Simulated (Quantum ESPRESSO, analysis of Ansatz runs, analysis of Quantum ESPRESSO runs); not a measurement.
# Reproducing a measured local vibrational mode: Li-H pair in ZnO (Quantum ESPRESSO), part 2 of 2

Aim: the local vibrational mode of the Li-H pair in ZnO, to be set beside the measurement. Set-up: PBE, GBRV 1.5 PBE, 72-site cell, measured lattice, k: the zone centre alone. The model is a cell of 72 host atoms with Li put on another atom's site and H put in between. The frequencies come from force constants among the defect atom and its neighbours, with the masses of the isotopes named. The measured lattice removes the functional's error in the volume.

Quantum ESPRESSO 7.5; PBE, GBRV 1.5 PBE, 72-site cell, measured lattice, k: the zone centre alone.

So far: Starting point; Relaxation, charge 0.

## 2. Relaxation, charge 0 (continued)

Level of this step: Quantum ESPRESSO plane-wave DFT, PBE, GBRV 1.5 PBE potentials; relaxation of all atoms of a defect supercell (Quantum ESPRESSO).

The steps of the relaxation (22 of 25):

```csv
step,energy less that of the first step (eV)
0,0.0000
1,-0.3393
2,-0.5657
3,-0.6700
5,-0.7326
6,-0.7589
7,-0.7731
8,-0.7874
9,-0.8015
10,-0.8101
11,-0.8164
13,-0.8267
14,-0.8299
15,-0.8316
16,-0.8324
17,-0.8328
18,-0.8330
19,-0.8332
21,-0.8335
22,-0.8336
23,-0.8337
24,-0.8338
```

The atoms that moved most (Å):

```csv
atom,dx,dy,dz,length
Li38,0.001,-0.014,-0.433,0.433
H73,-0.003,-0.003,-0.140,0.140
O39,0.019,0.001,-0.135,0.136
Zn34,-0.015,0.008,0.109,0.111
Zn37,-0.069,0.029,0.075,0.106
O35,0.000,0.015,0.101,0.102
Zn29,-0.014,-0.079,0.062,0.102
Zn61,0.060,0.030,0.056,0.087
```

The atoms nearest to the centre after the run:

```csv
atom,distance (Å)
H73,0.506
Li38,1.485
O39,1.488
O36,2.216
O28,2.218
O60,2.220
Zn37,2.834
Zn61,2.835
Zn29,2.840
```

Neighbours of the added atoms: H73: O39 0.98, Li38 1.99, Zn29 2.49 Å.

## 3. Atom Zn29 moved by 0.015 A along x

Force constants come from the forces after small displacements; symmetry gives the rest. One such run is shown.

This step: Quantum ESPRESSO plane-wave DFT, PBE, GBRV 1.5 PBE potentials; single point of a defect supercell.

The input, pw.in:

```
&CONTROL
  calculation = 'scf'
  prefix = 'pwscf'
  outdir = './tmp'
  pseudo_dir = './pseudo'
  tprnfor = .true.
  disk_io = 'low'
/
&SYSTEM
  ibrav = 0
  nat = 73
  ntyp = 4
  ecutwfc = 45
  ecutrho = 360
  nbnd = 464
  occupations = 'smearing'
  smearing = 'fd'
  degauss = 0.00073499
  nosym = .true.
/
&ELECTRONS
  conv_thr = 1d-10
  electron_maxstep = 100
  mixing_beta = 0.5
/
ATOMIC_SPECIES
Zn    65.3800 zn_pbe_v1.uspp.F.UPF
O     15.9990 o_pbe_v1.2.uspp.F.UPF
Li     6.9400 li_pbe_v1.4.uspp.F.UPF
H      1.0080 h_pbe_v1.4.uspp.F.UPF
CELL_PARAMETERS angstrom
   9.7479240000    0.0000000000    0.0000000000
  -4.8739620000    8.4419499000    0.0000000000
   0.0000000000    0.0000000000   10.4114180000
ATOMIC_POSITIONS crystal
Zn     0.1105326588    0.2215766297    0.2513967806
Zn     0.2204142192    0.1096824024    0.0000688780
[... 11 atom lines left out ...]
Zn     0.2275968085    0.4455076490    0.4983591561
[... 13 atom lines left out ...]
O      0.4465883434    0.2261040964    0.4401435116
Zn     0.4406598628    0.2113206672    0.7553350693
[... 6 atom lines left out ...]
O      0.4464273619    0.5532842834    0.4400434702
Zn     0.4391772048    0.5603969365    0.7552298402
Li     0.5557325794    0.4443502088    0.4161044310
O      0.5553808899    0.4439478462    0.7016585289
[... 6 atom lines left out ...]
Zn     0.5542130532    0.7721107669    0.4983476835
[... 13 atom lines left out ...]
O      0.7739554948    0.5533992990    0.4400007685
Zn     0.7880170539    0.5604370332    0.7551556953
[... 8 atom lines left out ...]
Zn     0.8849319904    0.7721896029    0.4983372809
[... 2 atom lines left out ...]
H      0.5550778504    0.4435471745    0.6073142230
K_POINTS gamma
```

Launch:

```sh
OMP_NUM_THREADS=1 mpirun -n 2 pw.x -in pw.in > pw.out
```

The log of the run:

```text
[banner, memory and clock lines left out]
          URL

     gamma-point specific algorithms are used

     bravais-lattice index     =            0
     lattice parameter (alat)  =      18.4209  a.u.
     unit-cell volume          =    5781.7777 (a.u.)^3
     number of atoms/cell      =           73
     number of atomic types    =            4
     number of electrons       =       920.00
     number of Kohn-Sham states=          464
     kinetic-energy cutoff     =      45.0000  Ry
     charge density cutoff     =     360.0000  Ry
     scf convergence threshold =      1.0E-10
     mixing beta               =       0.5000
     number of iterations used =            8  plain     mixing
     Exchange-correlation=  SLA  PW   PBX  PBC
                           (   1   4   3   4   0   0   0)

     celldm(1)=  18.420907  celldm(2)=   0.000000  celldm(3)=   0.000000
     celldm(4)=   0.000000  celldm(5)=   0.000000  celldm(6)=   0.000000

     crystal axes: (cart. coord. in units of alat)
               a(1) = (   1.000000   0.000000   0.000000 )
               a(2) = (  -0.500000   0.866025   0.000000 )
               a(3) = (   0.000000   0.000000   1.068065 )

     reciprocal axes: (cart. coord. in units 2 pi/alat)
               b(1) = (  1.000000  0.577350 -0.000000 )
               b(2) = (  0.000000  1.154701  0.000000 )
               b(3) = (  0.000000 -0.000000  0.936272 )

     PseudoPot. # 1 for Zn read from file:
     zn_pbe_v1.uspp.F.UPF
     Pseudo is Ultrasoft, Zval = 20.0
     Generated by new atomic code, or converted to UPF format
     Using radial grid of  943 points,  6 beta functions with:
                l(1) =   0
                l(2) =   0
                l(3) =   1
                l(4) =   1
                l(5) =   2
                l(6) =   2
     Q(r) pseudized with  8 coefficients,  rinner =    1.100   1.100   1.100
                                                       1.100   1.100

     PseudoPot. # 2 for O  read from file:
     o_pbe_v1.2.uspp.F.UPF
     Pseudo is Ultrasoft + core correction, Zval =  6.0
     Generated by new atomic code, or converted to UPF format
     Using radial grid of  737 points,  5 beta functions with:
                l(1) =   0
                l(2) =   0
                l(3) =   1
                l(4) =   1
[...]
Q(r) pseudized with  8 coefficients,  rinner =    0.900   0.900   0.900
                                                       0.900   0.900

     PseudoPot. # 3 for Li read from file:
     li_pbe_v1.4.uspp.F.UPF
     Pseudo is Ultrasoft, Zval =  3.0
     Generated by new atomic code, or converted to UPF format
     Using radial grid of  751 points,  5 beta functions with:
[...]
l(3) =   0
                l(4) =   1
                l(5) =   1
     Q(r) pseudized with 10 coefficients,  rinner =    1.150   1.150   1.150

     PseudoPot. # 4 for H  read from file:
     h_pbe_v1.4.uspp.F.UPF
     Pseudo is Ultrasoft, Zval =  1.0
     Generated by new atomic code, or converted to UPF format
     Using radial grid of  615 points,  2 beta functions with:
                l(1) =   0
                l(2) =   0
     Q(r) pseudized with  8 coefficients,  rinner =    0.700

     atomic species   valence    mass     pseudopotential
     Zn               20.00    65.38000     Zn( 1.00)
     O                 6.00    15.99900     O ( 1.00)
     Li                3.00     6.94000     Li( 1.00)
     H                 1.00     1.00800     H ( 1.00)

     No symmetry found

   Cartesian axes

     site n.     atom                  positions (alat units)
         1        Zn     tau(   1) = (  -0.0002557   0.1918910   0.2685081  )
         2        Zn     tau(   2) = (   0.1655730   0.0949877   0.0000736  )
         3        O      tau(   3) = (   0.1654219   0.0949227   0.2024661  )
         4        O      tau(   4) = (  -0.0000167   0.1920717   0.4710543  )
         5        Zn     tau(   5) = (  -0.0003296   0.1918618   0.8001992  )
         6        Zn     tau(   6) = (   0.1702218   0.0995467   0.5322763  )
         7        O      tau(   7) = (   0.1668143   0.0965328   0.7371653  )
         8        O      tau(   8) = (  -0.0000304   0.1919962   1.0035166  )
         9        Zn     tau(   9) = (  -0.1664932   0.4809696   0.2698154  )
        10        Zn     tau(  10) = (  -0.0012563   0.3839280   0.0000220  )
        11        O      tau(  11) = (  -0.0014491   0.3838488   0.2024065  )
        12        O      tau(  12) = (  -0.1665106   0.4797954   0.4724506  )
        13        Zn     tau(  13) = (  -0.1665518   0.4805932   0.7987903  )
        14        Zn     tau(  14) = (   0.0048430   0.3858209   0.5322801  )
        15        O      tau(  15) = (   0.0006670   0.3842938   0.7371285  )
        16        O      tau(  16) = (  -0.1665128   0.4812476   1.0025397  )
        17        Zn     tau(  17) = (  -0.3330765   0.7694316   0.2698202  )
        18        Zn     tau(  18) = (  -0.1665446   0.6732403   0.0004422  )
        19        O      tau(  19) = (  -0.1664794   0.6732857   0.2037206  )
        20        O      tau(  20) = (  -0.3341162   0.7701796   0.4724775  )
[...]
ethr =  5.11E-05,  avg # of iterations =  6.0

     total energy              =  -17334.92993558 Ry
     estimated scf accuracy    <       0.07875480 Ry

     iteration #  5     ecut=    45.00 Ry     beta= 0.50
     Davidson diagonalization with overlap
     ethr =  8.56E-06,  avg # of iterations = 12.0

     total energy              =  -17334.93631043 Ry
     estimated scf accuracy    <       0.02029796 Ry

     iteration #  6     ecut=    45.00 Ry     beta= 0.50
     Davidson diagonalization with overlap
     ethr =  2.21E-06,  avg # of iterations =  5.0

     total energy              =  -17334.93719383 Ry
     estimated scf accuracy    <       0.00374586 Ry

     iteration #  7     ecut=    45.00 Ry     beta= 0.50
     Davidson diagonalization with overlap
     ethr =  4.07E-07,  avg # of iterations =  6.0

     total energy              =  -17334.93787977 Ry
     estimated scf accuracy    <       0.00030815 Ry

     iteration #  8     ecut=    45.00 Ry     beta= 0.50
     Davidson diagonalization with overlap
     ethr =  3.35E-08,  avg # of iterations =  3.0

     total energy              =  -17334.93794963 Ry
     estimated scf accuracy    <       0.00005708 Ry

     iteration #  9     ecut=    45.00 Ry     beta= 0.50
     Davidson diagonalization with overlap
     ethr =  6.20E-09,  avg # of iterations =  4.0

     total energy              =  -17334.93795412 Ry
     estimated scf accuracy    <       0.00002359 Ry

     iteration # 10     ecut=    45.00 Ry     beta= 0.50
     Davidson diagonalization with overlap
     ethr =  2.56E-09,  avg # of iterations =  3.0

     total energy              =  -17334.93796031 Ry
     estimated scf accuracy    <       0.00000163 Ry

     iteration # 11     ecut=    45.00 Ry     beta= 0.50
     Davidson diagonalization with overlap
     ethr =  1.77E-10,  avg # of iterations =  3.0

     total energy              =  -17334.93796054 Ry
     estimated scf accuracy    <       0.00000025 Ry

     iteration # 12     ecut=    45.00 Ry     beta= 0.50
     Davidson diagonalization with overlap
     ethr =  2.74E-11,  avg # of iterations =  3.0

     total energy              =  -17334.93796057 Ry
     estimated scf accuracy    <       0.00000003 Ry

     iteration # 13     ecut=    45.00 Ry     beta= 0.50
     Davidson diagonalization with overlap
     ethr =  3.37E-12,  avg # of iterations =  3.0

     total energy              =  -17334.93796058 Ry
     estimated scf accuracy    <          3.0E-09 Ry

     iteration # 14     ecut=    45.00 Ry     beta= 0.50
     Davidson diagonalization with overlap
     ethr =  3.27E-13,  avg # of iterations =  2.0

     total energy              =  -17334.93796058 Ry
     estimated scf accuracy    <          9.8E-10 Ry

     iteration # 15     ecut=    45.00 Ry     beta= 0.50
     Davidson diagonalization with overlap
     ethr =  1.06E-13,  avg # of iterations =  2.0

     End of self-consistent calculation

          k = 0.0000 0.0000 0.0000 ( 14728 PWs)   bands (ev):

  -115.0532-115.0523-115.0502-114.9194-114.8332-114.8322-114.8313-114.8304
  -114.8302-114.8282-114.8264-114.8226-114.8145-114.8144-114.8134-114.8133
  -114.8111-114.8103-114.8055-114.8007-114.7980-114.7968-114.7962-114.7909
  -114.7766-114.7751-114.7739-114.7265-114.6920-114.6499-114.6423-114.6421
  -114.6396-114.6393-114.6342 -69.2892 -69.2886 -69.2864 -69.2345 -69.2339
   -69.2314 -69.2286 -69.2271 -69.2254 -69.1182 -69.1182 -69.1135 -69.0374
   -69.0360 -69.0342 -69.0341 -69.0332 -69.0321 -69.0302 -69.0295 -69.0288
   -69.0281 -69.0267 -69.0263 -69.0260 -69.0257 -69.0256 -69.0247 -69.0246
   -69.0244 -69.0243 -69.0241 -69.0239 -69.0234 -69.0222 -69.0217 -69.0204
   -69.0199 -69.0168 -69.0158 -69.0130 -69.0121 -69.0100 -69.0089 -69.0080
   -69.0080 -69.0080 -69.0079 -69.0077 -69.0076 -69.0049 -69.0041 -69.0035
   -69.0023 -69.0022 -68.9998 -68.9994 -68.9987 -68.9985 -68.9980 -68.9980
   -68.9975 -68.9945 -68.9941 -68.9939 -68.9932 -68.9928 -68.9921 -68.9916
   -68.9911 -68.9881 -68.9845 -68.9757 -68.9740 -68.9737 -68.9736 -68.9728
   -68.9722 -68.9721 -68.9710 -68.9710 -68.9352 -68.9184 -68.9182 -68.9004
[...]
7.3472   7.3797   7.4151   7.4221   7.4228   7.4365   7.4426   7.4443
     7.4465   7.4589   7.4592   7.4951   7.5338   7.5350   7.5547   7.7269
     7.8254   7.8269   7.8476   7.8478   7.8817   7.9260   7.9270   7.9948
     7.9953   8.0712   8.0827   8.0832   8.1365   8.2182   8.2189   8.3069
     8.3073   8.5676   8.6697   8.6701   9.5338  12.1280  12.2121  12.8885

     the Fermi energy is     8.9841 ev

!    total energy              =  -17334.93796058 Ry
     estimated scf accuracy    <          9.5E-11 Ry
     smearing contrib. (-TS)   =      -0.00000000 Ry
     internal energy E=F+TS    =  -17334.93796058 Ry

     The total energy is F=E-TS. E is the sum of the following terms:
     one-electron contribution =  -14333.95181205 Ry
     hartree contribution      =    7549.28081670 Ry
     xc contribution           =   -1748.76245750 Ry
     ewald contribution        =   -8801.50450772 Ry

     convergence has been achieved in  15 iterations

     Forces acting on atoms (cartesian axes, Ry/au):

     atom    1 type  1   force =     0.00007956    0.00008241    0.00002659
     atom    2 type  1   force =     0.00004010    0.00016075   -0.00032231
     atom    3 type  2   force =     0.00005104   -0.00009275   -0.00003410
     atom    4 type  2   force =    -0.00015148    0.00018215   -0.00027282
     atom    5 type  1   force =     0.00075871   -0.00020533    0.00007422
     atom    6 type  1   force =    -0.00004315   -0.00014894    0.00083862
     atom    7 type  2   force =     0.00284044    0.00133686    0.00115388
     atom    8 type  2   force =    -0.00009913    0.00007886    0.00013386
     atom    9 type  1   force =     0.00004455   -0.00008086    0.00001464
     atom   10 type  1   force =     0.00012515   -0.00007100   -0.00001106
[...]
atom   69 type  1   force =     0.00021917    0.00012434    0.00010525
     atom   70 type  1   force =     0.00014842    0.00014819    0.00010199
     atom   71 type  2   force =    -0.00015028   -0.00034192    0.00013196
     atom   72 type  2   force =     0.00005007   -0.00006624    0.00002668
     atom   73 type  4   force =    -0.00006741    0.00000633    0.00010839

     Total force =     0.009167     Total SCF correction =     0.000048
```

The job ended after 8.8 min (2 MPI ranks of Arm Neoverse N1, shared host; peak memory 1.8 GiB; 16 min of CPU time).

## 4. Local vibrational modes

Analysis of the runs above: force constants by central differences of Quantum ESPRESSO plane-wave DFT, PBE, GBRV 1.5 PBE potentials forces among the atoms nearest to a defect, the others at rest.

The modes with the largest weight on the probed atoms (the light atom of a pair), for the masses of each isotope. Modes of the displaced atoms (local only where they lie over the host's phonons):

```csv
isotopes,mode (cm⁻¹),share of the defect atoms
H,3773,0.944
H,655.8,0.742
H,655.5,0.743
D,2743,0.893
D,345.4,0.447
D,338.3,0.371
```

## 5. What came out

* distance from the defect atom to its nearest neighbour: 0.982 Å
* O-H stretch, 1H: 3773 cm⁻¹
* O-D stretch, 2H: 2743 cm⁻¹

O-H stretch, 1H: computed 3773 cm⁻¹, measured 3577.3 cm⁻¹; 195 cm⁻¹ (5 %) above the measurement. O-D stretch, 2H: computed 2743 cm⁻¹, measured 2644.4 cm⁻¹; 98 cm⁻¹ (4 %) above the measurement. The computed value is harmonic, while the measured line is the anharmonic fundamental, which for X–H stretches usually lies a few per cent lower. Only the named neighbours move, so modes near the host's band are approximate. Limits: the zone centre alone is a coarse sampling for this cell.

[Logs are printed without paths, hosts, clocks, repeated set-up lines and the standing remarks that a program may print on its own settings, such as how far it seeks lower states.]

[Hosts, paths, dates, database ids (printed as entryN), source tags and the programs' standing remarks are cut or masked in the printed files.]

[For some hosts the program warned that the k-mesh of the response run may be too coarse for force constants and the static dielectric constant; such warnings are not shown here.]
